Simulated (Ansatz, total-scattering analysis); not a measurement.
# CaAl2Si2O8: run and scatter

Aim: the structure of CaAl2Si2O8 at 2300 K, and the X-ray and neutron patterns it would give.

Method: ab initio molecular dynamics with Ansatz (PBE, plane waves, PAW set soft_1, Langevin thermostat, no spin, fixed volume). Composition: Ca 7.7, Al 15.4, Si 15.4, O 61.5 atom %; 78 atoms. The average runs over 0.66 ps of 78 atoms, so shells between rare elements are rough. Mean temperature 2188 K, largest m.s.d. 1.27 Å², energy drift -65 meV an atom (last third less first), Langevin friction 10 ps⁻¹; the first quarter of the run is discarded. Preparation: last frame of a classical run of this cell, a melt, rescaled to the set density, then 0.2 ps at 2530 K with a cheaper basis and a friction of 10 ps⁻¹ (mean temperature of the first stage 2536 K), too short to forget the start in full. So short a stretch relaxes bonds and nearest shells but still remembers its start.

## The run

The step of 1.5 fs has to resolve the fastest vibration, that of the lightest atoms and stiffest bonds. The volume is fixed, since the run is too short for a cell to find its own; the mean pressure then hints how far the functional is from its own density, with errors up to a few GPa from cell size, k-points and loose SCF steps (the program warns of the last). One k-point, Γ, is the usual economy for a cell of this size. Smeared occupations keep the forces smooth should levels come near the Fermi energy. A Langevin thermostat samples the right structure once equilibrated, but its friction lowers diffusion.

The input, input.yaml:

```yaml
crystal:
  lattice:
    - [10.4228, 0.0, 0.0]
    - [0.0, 10.4228, 0.0]
    - [0.0, 0.0, 10.4228]
  atoms:
    - { symbol: Ca, position: [0.33049, 0.53245, 0.56256] }
    - { symbol: Ca, position: [0.1076, 0.59528, 0.28614] }
    - { symbol: Ca, position: [0.91348, 0.99919, 0.75503] }
    - { symbol: Ca, position: [0.52954, 0.70764, 0.81424] }
[... 72 atom lines left out ...]
    - { symbol: O, position: [0.61111, 0.34674, 0.25904] }
    - { symbol: O, position: [0.43136, 0.50622, 0.75458] }
kpoints:
  mp_grid: { grid: [1, 1, 1] }
scf:
  occupations: { method: fermi_dirac, width: 0.1982 }
hamiltonian:
  xc: pbe
  pseudopotentials: { kind: paw, azcp: { folder: soft_1 } }
output:
  forces: true
  stress: true
md:
  timestep: 1.5
  n_steps: 581
  ensemble: nvt_langevin
  temperature: 2300.0
  initial_velocities: maxwell_boltzmann
  seed: 7
```

```console
$ ansatz run input.yaml --threads 4 --pin off --max-ram 10240MiB --backend cpu --events-out ev --progress --plain --runs-dir out
```

```text
Warning: md: disabling space-group detection — thermal motion breaks the input geometry's symmetry, so no spatial operation reduces the k-mesh or symmetrises the density; time reversal is kept, so that k and −k are [...]
Warning: output.stress: scf.convergence.dr2_threshold = 7.8e-8 eV (the default of an md: trajectory) is looser than the 7.8e-9 eV advised for a printed stress (1e-10 eV for each atom of the cell: 78). What an SCF [...]
Warning: RAYON_NUM_THREADS=4 ignored (pool sized by the plan → 4); use --threads N
band count auto-derived: 306 (N_el = 432.0; filled up to band 216; 294 by the electrons, moments and atoms)
Engine: ansatz 0.2.0, aarch64-unknown-linux-gnu
Pseudopotential: Ca, paw, valence charge 10, recommended cutoff 420 eV (normal), soft_1/Ca.paw.azcp
Pseudopotential: Al, paw, valence charge 3, recommended cutoff 420 eV (normal), soft_1/Al.paw.azcp
Pseudopotential: Si, paw, valence charge 4, recommended cutoff 420 eV (normal), soft_1/Si.paw.azcp
Pseudopotential: O, paw, valence charge 6, recommended cutoff 420 eV (normal), soft_1/O.paw.azcp
Functional definition: PBE
Crystal: 78 atoms, lattice volume = 1132.278 Å³
Basis set: ecut = 420 eV, 22119 PW (Γ), exchange–correlation on 144×144×144 points (8 copies of the dense FFT grid, shifted against one another)
Bands: 306, of which v1, the nominal top of the filled ones, is band 216 counted from 1 (215 counted from 0)
k-points: 1
[... other set-up lines, SCF lines and steps between those shown are left out ...]
md step     0: t =     0.00 fs  T =  2270.5 K  F+E_penalty+E_count = -52289.11255301 eV  E_kin = 22.891946 eV  P_inst = 0.4887 GPa  (15 SCF iters)
md step     1: t =     1.50 fs  T =  2141.7 K  F+E_penalty+E_count = -52288.75045153 eV  E_kin = 21.593511 eV  P_inst = 0.4844 GPa  (10 SCF iters)
md step    23: t =    34.50 fs  T =  2299.2 K  F+E_penalty+E_count = -52290.00857926 eV  E_kin = 23.180805 eV  P_inst = -0.2023 GPa  (8 SCF iters)
md step    46: t =    69.00 fs  T =  2024.2 K  F+E_penalty+E_count = -52290.43475128 eV  E_kin = 20.408125 eV  P_inst = -1.6393 GPa  (8 SCF iters)
md step    69: t =   103.50 fs  T =  2119.2 K  F+E_penalty+E_count = -52289.49828509 eV  E_kin = 21.366112 eV  P_inst = 1.4543 GPa  (8 SCF iters)
md step    92: t =   138.00 fs  T =  2031.0 K  F+E_penalty+E_count = -52289.83261374 eV  E_kin = 20.477083 eV  P_inst = -1.5862 GPa  (8 SCF iters)
md step   115: t =   172.50 fs  T =  2352.5 K  F+E_penalty+E_count = -52289.55335223 eV  E_kin = 23.718470 eV  P_inst = 0.5660 GPa  (8 SCF iters)
md step   138: t =   207.00 fs  T =  2020.9 K  F+E_penalty+E_count = -52286.00287655 eV  E_kin = 20.375377 eV  P_inst = -0.9908 GPa  (9 SCF iters)
md step   161: t =   241.50 fs  T =  2433.1 K  F+E_penalty+E_count = -52285.53541555 eV  E_kin = 24.531031 eV  P_inst = 0.1656 GPa  (8 SCF iters)
md step   184: t =   276.00 fs  T =  2532.6 K  F+E_penalty+E_count = -52289.79453457 eV  E_kin = 25.534533 eV  P_inst = -0.8607 GPa  (8 SCF iters)
md step   207: t =   310.50 fs  T =  2142.4 K  F+E_penalty+E_count = -52287.72974528 eV  E_kin = 21.600770 eV  P_inst = 0.2432 GPa  (9 SCF iters)
md step   230: t =   345.00 fs  T =  2001.0 K  F+E_penalty+E_count = -52287.56640863 eV  E_kin = 20.174450 eV  P_inst = 0.0866 GPa  (12 SCF iters)
md step   253: t =   379.50 fs  T =  2047.9 K  F+E_penalty+E_count = -52288.22954586 eV  E_kin = 20.647272 eV  P_inst = 0.6980 GPa  (8 SCF iters)
md step   276: t =   414.00 fs  T =  1907.5 K  F+E_penalty+E_count = -52290.55312457 eV  E_kin = 19.231744 eV  P_inst = 1.1036 GPa  (8 SCF iters)
md step   299: t =   448.50 fs  T =  2023.4 K  F+E_penalty+E_count = -52293.02613099 eV  E_kin = 20.400149 eV  P_inst = -0.8938 GPa  (8 SCF iters)
md step   322: t =   483.00 fs  T =  2189.1 K  F+E_penalty+E_count = -52292.22292935 eV  E_kin = 22.071257 eV  P_inst = -1.2607 GPa  (8 SCF iters)
md step   345: t =   517.50 fs  T =  2208.5 K  F+E_penalty+E_count = -52297.55561136 eV  E_kin = 22.266534 eV  P_inst = 1.9479 GPa  (8 SCF iters)
md step   368: t =   552.00 fs  T =  2101.5 K  F+E_penalty+E_count = -52291.79511794 eV  E_kin = 21.187499 eV  P_inst = -0.7902 GPa  (8 SCF iters)
md step   391: t =   586.50 fs  T =  2013.3 K  F+E_penalty+E_count = -52292.36748706 eV  E_kin = 20.298860 eV  P_inst = 1.3705 GPa  (8 SCF iters)
md step   414: t =   621.00 fs  T =  2019.0 K  F+E_penalty+E_count = -52292.00461516 eV  E_kin = 20.355979 eV  P_inst = 2.6258 GPa  (8 SCF iters)
md step   437: t =   655.50 fs  T =  2065.4 K  F+E_penalty+E_count = -52294.08649581 eV  E_kin = 20.823559 eV  P_inst = 3.5634 GPa  (8 SCF iters)
md step   460: t =   690.00 fs  T =  2093.6 K  F+E_penalty+E_count = -52292.98735623 eV  E_kin = 21.108207 eV  P_inst = -0.4065 GPa  (10 SCF iters)
md step   483: t =   724.50 fs  T =  2174.8 K  F+E_penalty+E_count = -52293.92804628 eV  E_kin = 21.926498 eV  P_inst = 1.2941 GPa  (8 SCF iters)
md step   506: t =   759.00 fs  T =  2331.3 K  F+E_penalty+E_count = -52294.31495350 eV  E_kin = 23.504933 eV  P_inst = 1.9944 GPa  (8 SCF iters)
md step   529: t =   793.50 fs  T =  2279.5 K  F+E_penalty+E_count = -52295.82323950 eV  E_kin = 22.982314 eV  P_inst = 1.9889 GPa  (8 SCF iters)
md step   552: t =   828.00 fs  T =  1991.9 K  F+E_penalty+E_count = -52296.68712515 eV  E_kin = 20.083158 eV  P_inst = 0.5057 GPa  (7 SCF iters)
md step   575: t =   862.50 fs  T =  2515.6 K  F+E_penalty+E_count = -52296.52085756 eV  E_kin = 25.363203 eV  P_inst = 1.1956 GPa  (8 SCF iters)
[... last step's energies and forces left out ...]
--- MD trajectory: 581 steps, t = 0.0 → 871.5 fs ---
  final state: T = 1964.4 K   F+E_penalty+E_count = -52290.84218873 eV   E_kin = 19.805582 eV
```

It took 80 min on 4 threads of Arm Neoverse V1, with other jobs on the host, peak memory 1.4 GiB.

## Analysis

The totals are in Faber–Ziman form. Below 4 Å⁻¹ the partials are summed on the cell's own reciprocal vectors (from 0.60 Å⁻¹) and folded with a Gaussian of σ = 0.13 Å⁻¹; above it they are transforms of g(r) out to 7.1 Å, tapered over the last 40 %. The fold lowers sharp peaks, and with so few vectors their positions are good to about 0.1 Å⁻¹. X-rays take neutral-atom form factors, neutrons coherent lengths (Ca 4.7, Al 3.449, Si 4.15071, O 5.8037 fm). G(r) = 4πrρ₀[g(r) − 1] carries the resolution of a Lorch-windowed transform up to 20 Å⁻¹. The patterns are simulated, not measured. The potential energy falls by 65 meV an atom from the first to the last third of the average, so the sample is relaxing or ordering and this is no equilibrium average. The cell is small: beyond half the box only the part of each shell inside it is counted, and low-Q values rest on few vectors. It is averaged over 146 frames.

```csv
T (K),state,density (g/cm³),first clear X-ray maximum (Å⁻¹),its height (X-ray),first clear neutron maximum (Å⁻¹),its height (neutron),Si–O (Å),O around Si,Al–O (Å),O on one former (%),held,"D over the elements, rough (10⁻⁹ m²/s)"
2300,"melt, short run",2.448,1.96,1.02,1.64,0.75,1.63,3.97,1.78,10.4,"volume, 0.6 GPa mean",-
```

X-ray S(Q):

```
Q (Å⁻¹)  2300 K
    0.8    0.11
    1.1    0.29
    1.4    0.63
    1.7    0.89
    2.0    1.01
    2.3    0.78
    2.6    0.72
    2.9    0.79
    3.2    0.77
    3.5    0.88
    3.8    1.00
    4.1    1.17
    4.4    1.27
    4.7    1.26
    5.0    1.15
    5.3    0.99
    5.6    0.91
    5.9    0.90
    6.2    0.93
    6.5    0.92
    6.8    0.91
    7.1    0.93
    7.4    0.99
    7.7    1.05
    8.0    1.09
    8.3    1.09
    8.6    1.07
    8.9    1.03
```

At 2300 K the maxima of S(Q), Q in Å⁻¹ (height), are X-ray: 1.96 (1.02), 4.53 (1.28), 8.15 (1.09); neutron: 1.64 (0.75), 2.82 (1.14), 4.92 (1.27), 7.92 (1.09). Its shells:

| pair | first peak (Å) | g there | first minimum (Å) | g there | neighbours | X-ray weight (f = Z) | neutron weight |
| --- | --- | --- | --- | --- | --- | --- | --- |
| Si–O | 1.63 | 10.8 | 2.40 | 0.02 | 4.0 O per Si, 1.0 Si per O | 0.19 | 0.18 |
| Al–O | 1.78 | 6.9 | 2.60 | 0.22 | 4.4 O per Al, 1.1 Al per O | 0.17 | 0.15 |
| Ca–O | 2.31 | 2.5 | 3.42 | 0.67 | 6.8 O per Ca, 0.9 Ca per O | 0.13 | 0.10 |
| O–O | 2.68 | 2.5 | 3.68 | 0.66 | 8.6 | 0.22 | 0.49 |
| Si–Si | 3.16 | 3.6 | 3.92 | 0.26 | 1.9 | 0.04 | 0.02 |
| Al–Al | 3.19 | 3.4 | 3.98 | 0.34 | 2.9 | 0.04 | 0.01 |
| Al–Si | 3.19 | 2.6 | 3.88 | 0.57 | 2.5 Si per Al, 2.5 Al per Si | 0.08 | 0.03 |
| Ca–Al | 3.42 | 2.5 | 4.42 | 0.70 | 3.8 Al per Ca, 1.9 Ca per Al | 0.05 | 0.01 |
| Ca–Si | 3.49 | 2.3 | 4.10 | 0.91 | 3.4 Si per Ca, 1.7 Ca per Si | 0.06 | 0.02 |

Bonded neighbours (only these pairs count: cutoffs Ca–O 3.42 Å, Al–O 2.6 Å, Si–O 2.4 Å): Ca: 4 3.3 %, 5 8.9 %, 6 22 %, 7 43 %, 8 18 %, 9 2.2 %, 10 2.2 %; Al: 3 0.6 %, 4 66 %, 5 31 %, 6 3.3 %; Si: 3 2.8 %, 4 97 %; O: 2 21 %, 3 64 %, 4 14 %. For Ca–O g doesn't fall to zero at the cutoff, so those shares hang on where it is put. Bridging oxygens per network former of four or fewer bonds: Al: Q3 13 %, Q4 87 %; Si: Q3 35 %, Q4 65 %. Oxygen by network formers bound (Si, B, P, Ge and Al count): one 10 %, two 71 %, three or more 19 %. O–Al–O peak at 100°, O–Si–O peak at 112° and Al–O–Al peak at 124°. These counts come from 15 frames.

**Reading.** The first Si–O shell holds 4.0 O at 1.63 Å, and g falls to nearly zero behind it. The first Al–O shell holds 4.4 O at 1.78 Å. Anions around each cation, with the position of the first peak: Ca 6.8 (Ca–O 2.31 Å, to 3.42 Å, a soft count), Al 4.4 (Al–O 1.78 Å, to 2.60 Å) and Si 4.0 (Si–O 1.63 Å, to 2.40 Å). The weights that differ most between the probes (X-ray, neutron): O–O 0.22 and 0.49, Al–Si 0.08 and 0.03 and Ca–Si 0.06 and 0.02. At 2.82 Å⁻¹ neutrons show a peak (1.14) where X-rays give 0.77: term by term, w(S − 1) with f = Z as a rough X-ray weight: O–O +0.63 against +0.28, Al–Si +0.03 against +0.08 and Al–O -0.23 against -0.27 (neutron against X-ray).

[Logs are printed without paths, hosts, clocks, repeated set-up lines and the standing remarks that a program may print on its own settings, such as how far it seeks lower states.]
